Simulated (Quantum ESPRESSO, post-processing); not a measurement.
# Ca(111), 5 layers: solver and mixing choices, part 4 of 4

Wanted: time, iterations and memory of Ca(111), 5 layers by eigensolver and mixing.

Quantum ESPRESSO 7.5; plane-wave DFT, PBE, GBRV ultrasoft pseudopotentials.

So far. Step 10 (Self-consistent run: ppcg, local-TF mixing, beta 0.4 …): The message: “iosys (1): PPCG diagonalization not supported anymore (Dec. 2024)”. This release no longer has that solver; david, paro or rmm-davidson serve. Step 11 (Ground state: paro, local-TF mixing, beta 0.4, history …): Counted from each run's own zero (the Fermi level), the vacuum level differs from the first run's by +3 meV.

## 12. Ground state: rmm-davidson, local-TF mixing, beta 0.4, history 8

c10.in reads:

```
&control
  prefix = 'c10'
  outdir = './out'
  pseudo_dir = './pseudo'
  calculation = 'scf'
  tprnfor = .true.
/
&system
  ibrav = 0
  nat = 5
  ntyp = 1
  ecutwfc = 40
  ecutrho = 200
  occupations = 'smearing'
  smearing = 'mv'
  degauss = 0.02
  assume_isolated = 'esm'
  esm_bc = 'bc1'
/
&electrons
  conv_thr = 1e-07
  mixing_beta = 0.4
  electron_maxstep = 80
  mixing_mode = 'local-TF'
  diagonalization = 'rmm-davidson'
  mixing_ndim = 8
/
ATOMIC_SPECIES
  Ca  40.0780  ca_pbe_v1.uspp.F.UPF
CELL_PARAMETERS angstrom
  3.94565583902094 0.00000000000000 0.00000000000000
  1.97282791951047 3.41703819118253 0.00000000000000
  0.00000000000000 0.00000000000000 28.88645800831245
ATOMIC_POSITIONS crystal
  Ca  0.666666666700 0.666666666700 -0.223053619184
  Ca  0.000000000000 0.000000000000 -0.111526809592
  Ca  0.333333333300 0.333333333300 0.000000000000
  Ca  0.666666666700 0.666666666700 0.111526809592
  Ca  0.000000000000 0.000000000000 0.223053619184
K_POINTS automatic
  6 6 1 0 0 0
```

Started as:

```sh
$ OMP_NUM_THREADS=1 mpirun -n 4 pw.x -nk 2 -in c10.in > c10.out
```

Log:

```text
[banner, memory and clock lines left out]
Program PWSCF v.7.5 starts
[...]
Message from routine setup:
[...]
number of electrons       =        50.00
     number of Kohn-Sham states=           30
     kinetic-energy cutoff     =      40.0000  Ry
     charge density cutoff     =     200.0000  Ry
[...]
number of k points=     7  Marzari-Vanderbilt smearing, width (Ry)=  0.0200
[...]
Dense  grid:   125393 G-vectors     FFT dimensions: (  36,  36, 250)
[...]
negative rho (up, down):  1.960E-05 0.000E+00
     Starting wfcs are   50 randomized atomic wfcs
[...]
negative rho (up, down):  7.222E-08 0.000E+00
[...]
estimated scf accuracy    <       0.56612240 Ry
[...]
estimated scf accuracy    <       0.38968610 Ry
[...]
estimated scf accuracy    <       0.03243502 Ry
[...]
estimated scf accuracy    <       0.01679970 Ry
[...]
estimated scf accuracy    <       0.06465909 Ry
[...]
estimated scf accuracy    <       0.01451315 Ry
[...]
estimated scf accuracy    <       0.02140959 Ry
[...]
estimated scf accuracy    <       0.02312675 Ry
[...]
estimated scf accuracy    <       0.01447452 Ry
[...]
estimated scf accuracy    <       0.05793100 Ry
[...]
estimated scf accuracy    <       0.05185837 Ry
[...]
estimated scf accuracy    <       0.02054055 Ry
[...]
estimated scf accuracy    <       0.00971025 Ry
[...]
estimated scf accuracy    <       0.00042280 Ry
[...]
estimated scf accuracy    <       0.00156168 Ry
[...]
negative rho (up, down):  7.451E-07 0.000E+00
[...]
estimated scf accuracy    <       0.00022171 Ry
[...]
negative rho (up, down):  6.055E-08 0.000E+00
[...]
estimated scf accuracy    <       0.00039847 Ry
[...]
estimated scf accuracy    <       0.00009465 Ry
[...]
estimated scf accuracy    <       0.00000390 Ry
[...]
negative rho (up, down):  4.391E-08 0.000E+00
[...]
estimated scf accuracy    <       0.00001225 Ry
[...]
negative rho (up, down):  3.785E-06 0.000E+00
[...]
estimated scf accuracy    <       0.00002060 Ry
[...]
negative rho (up, down):  5.710E-06 0.000E+00
[...]
estimated scf accuracy    <       0.00000300 Ry
[...]
negative rho (up, down):  8.937E-06 0.000E+00
[...]
estimated scf accuracy    <       0.00000190 Ry
[...]
negative rho (up, down):  1.631E-05 0.000E+00
[...]
estimated scf accuracy    <       0.00000082 Ry
[...]
negative rho (up, down):  1.644E-05 0.000E+00
[...]
estimated scf accuracy    <       0.00000017 Ry
[...]
negative rho (up, down):  1.444E-05 0.000E+00
[...]
estimated scf accuracy    <       0.00000013 Ry
[...]
negative rho (up, down):  1.926E-05 0.000E+00
[...]
estimated scf accuracy    <       0.00000011 Ry
[...]
negative rho (up, down):  1.601E-05 0.000E+00
[...]
estimated scf accuracy    <       0.00000026 Ry
[...]
negative rho (up, down):  1.504E-05 0.000E+00
[...]
estimated scf accuracy    <       0.00000060 Ry
[...]
negative rho (up, down):  1.684E-05 0.000E+00
[...]
estimated scf accuracy    <       0.00000115 Ry
[...]
negative rho (up, down):  1.695E-05 0.000E+00
[...]
estimated scf accuracy    <       0.00000104 Ry
[...]
negative rho (up, down):  1.671E-05 0.000E+00
[...]
estimated scf accuracy    <       0.00000100 Ry
[...]
negative rho (up, down):  1.866E-05 0.000E+00
[...]
estimated scf accuracy    <       0.00000092 Ry
[...]
negative rho (up, down):  1.859E-05 0.000E+00
[...]
estimated scf accuracy    <       0.00000061 Ry
[...]
negative rho (up, down):  1.700E-05 0.000E+00
[...]
estimated scf accuracy    <       0.00000023 Ry
[...]
negative rho (up, down):  1.375E-05 0.000E+00
[...]
the Fermi energy is    -2.9902 ev
!    total energy              =    -374.56627181 Ry
     estimated scf accuracy    <       0.00000003 Ry
     smearing contrib. (-TS)   =      -0.00540487 Ry
     internal energy E=F+TS    =    -374.56086694 Ry
[...]
one-electron contribution =    6317.95476774 Ry
     hartree contribution      =   -3172.40167440 Ry
     xc contribution           =     -58.77969172 Ry
     ewald contribution        =   -3461.33426856 Ry
     convergence has been achieved in  36 iterations
     negative rho (up, down):  1.375E-05 0.000E+00
[...]
Total force =     0.004415     Total SCF correction =     0.000360
[...]
```

Elapsed: 49 s, on 4 MPI ranks of Intel Xeon 6975P-C (Granite Rapids), shared host; peak memory 0.69 GiB; 3.3 min of CPU time.

Numbers from this step:

| Quantity | Value |
| --- | --- |
| Fermi energy | -2.990 eV |
| vacuum line at the lower end of the cell, over the Fermi level | 2.990 eV |
| vacuum line at the upper end of the cell, over the Fermi level | 2.990 eV |

The program's own clock; routines nest. Time by routine:

| routine | wall time (s) | calls |
| --- | --- | --- |
| PWSCF | 48.4 | 1 |
| electrons | 47.07 | 1 |
| c_bands | 28.79 | 37 |
| h_psi | 15.46 | 965 |
| fftw | 12.73 | 28760 |
| vloc_psi | 12.37 | 965 |
| crmmdiagg | 8.71 | 108 |
| sum_band | 7.44 | 37 |
| mix_rho | 5.65 | 37 |
| wfcrot | 5.29 | 112 |
| newd | 3.63 | 37 |
| ffts | 2.64 | 3333 |
| calbec | 2.14 | 1129 |
| h_psi:calbec | 1.64 | 965 |

Counted from each run's own zero (the Fermi level), the vacuum level differs from the first run's by +3 meV.

## 13. The series side by side

All levels:

| level | vacuum level over the Fermi level (eV) | its change from the first (meV) | energy from the first (meV an atom) | SCF iterations | wall time (s) | peak memory (GiB) | CPU time (s) |
| --- | --- | --- | --- | --- | --- | --- | --- |
| david, local-TF mixing, beta 0.4, history 8 | 2.988 | 0 | 0 | 28 | 44.49 | 0.76 | 176.8 |
| david, plain mixing, beta 0.4, history 8 | 2.99 | 2.2 | 1.09e-4 | 25 | 34.53 | 0.58 | 137.2 |
| david, plain mixing, beta 0.7, history 8 | 2.991 | 3.4 | 8.16e-5 | 42 | 52.75 | 0.75 | 210 |
| david, TF mixing, beta 0.4, history 8 | 2.991 | 3.6 | -2.99e-4 | 37 | 44.07 | 0.66 | 175.2 |
| david, local-TF mixing, beta 0.7, history 8 | 2.989 | 1.6 | -8.16e-5 | 21 | 33.39 | 0.76 | 132.5 |
| david, local-TF mixing, beta 0.2, history 8 | 2.99 | 2.9 | -3.27e-4 | 46 | 57.2 | 0.76 | 227.9 |
| david, local-TF mixing, beta 0.4, history 4 | 2.99 | 2.4 | 5.44e-5 | 23 | 34.71 | 0.72 | 137.8 |
| cg, local-TF mixing, beta 0.4, history 8 | 2.992 | 4.2 | -3.27e-4 | 17 | 29.42 | 0.76 | 116.8 |
| paro, local-TF mixing, beta 0.4, history 8 | 2.991 | 3.3 | -4.35e-4 | 17 | 58.54 | 0.76 | 233.3 |
| rmm-davidson, local-TF mixing, beta 0.4, history 8 | 2.99 | 2.6 | -1.63e-4 | 36 | 49.11 | 0.69 | 195.4 |

## 14. What came out

```yaml
fastest: cg, local-TF mixing, beta 0.4, history 8: 29 s, 17 iterations
slowest_that_converged: paro, local-TF mixing, beta 0.4, history 8: 59 s, 17 iterations
fewest_iterations: cg, local-TF mixing, beta 0.4, history 8: 17
largest_change_of_the_vacuum_level: 4 meV
```

What this shows: The fastest choice is cg, local-TF mixing, beta 0.4, history 8: 29 s, 17 iterations. The converged runs took 17 to 46 iterations and agree within 4 meV in the vacuum level; counts also move with the parallel layout and the random start, so differences of a few iterations rank nothing. Refused or stopped by an error: ppcg, local-TF mixing, beta 0.4, history 8. The times come from a shared host and are rough. Peak memory is sampled during the run and can miss the peak. The geometry is as built, not relaxed.

[Logs are printed without paths, hosts, clocks, repeated set-up lines and the standing remarks that a program may print on its own settings, such as how far it seeks lower states.]

[Hosts, paths, dates, database ids (printed as entryN), source tags and the programs' standing remarks are cut or masked in the printed files.]

[Maps of the electrostatic potential energy from Ansatz leave out the sawtooth potential of an applied field or a dipole correction, so their vacuum need not be flat; planar profiles and work functions include it.]
